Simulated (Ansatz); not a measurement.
# NdPt3: which shell does photoemission see at 21.2 and 150 eV? (LDA)

The valence band of NdPt3 mixes several shells. Work out by hand which one leads the spectrum's area at each photon energy.

Filled states come from the projected DOS of Ansatz 0.2.0 (LDA+U, plane waves); cross sections σ and asymmetry parameters β are those of free atoms in a Dirac–Hartree–Slater calculation. A shell's area is states × σ × angular factor, which is 1 − β·P₂(cos θ)/2 for unpolarised light, with θ = 54.7° from the beam and P₂ = 0.001.

**At 21.2 eV** (states counted from 11.2 eV below the zero; other shells add 0.25 to the products' sum of 105):

| shell | filled states a cell | cross section (Mb an electron) | β | angular factor | product | share by hand (%) | share in the simulated spectrum (%) |
| --- | --- | --- | --- | --- | --- | --- | --- |
| Pt 5d | 26.54 | 3.62 | -0.01 | 1.00 | 96 | 91 | 91 |
| Nd 5p | 0.00 | 0 | 0.00 | 1.00 | 0 | 0 | 0 |
| Nd 5d | 2.79 | 2.69 | 0.72 | 1.00 | 7.5 | 7 | 7 |
| Nd 4f | 3.20 | 0.369 | 1.24 | 1.00 | 1.18 | 1 | 1 |

**At 150 eV** (states counted from 20.2 eV below the zero; other shells add 0.018 to the products' sum of 2.71):

| shell | filled states a cell | cross section (Mb an electron) | β | angular factor | product | share by hand (%) | share in the simulated spectrum (%) |
| --- | --- | --- | --- | --- | --- | --- | --- |
| Pt 5d | 26.69 | 0.023 | 1.80 | 1.00 | 0.612 | 23 | 23 |
| Nd 5p | 5.65 | 0.0308 | 0.16 | 1.00 | 0.174 | 6 | 6 |
| Nd 5d | 2.81 | 0.00525 | -0.62 | 1.00 | 0.0148 | 1 | 1 |
| Nd 4f | 3.20 | 0.591 | 0.49 | 1.00 | 1.89 | 70 | 70 |

Pt 5d leads at 21.2 eV and Nd 4f at 150 eV. Between the two energies σ of Pt 5d changes by a factor 0.0063 and that of Nd 4f by 1.6, so their ratio moves 252-fold in favour of the second. The simulated spectrum uses the same rule on the energy-resolved DOS, so the two share columns agree within a few points.

Only crystals where the two columns agree within 4 points and the lead is clear are worked in this form. Free-atom cross sections ignore the solid's final states, no escape depth or background enters, and the count of states a shell hangs on the projection.
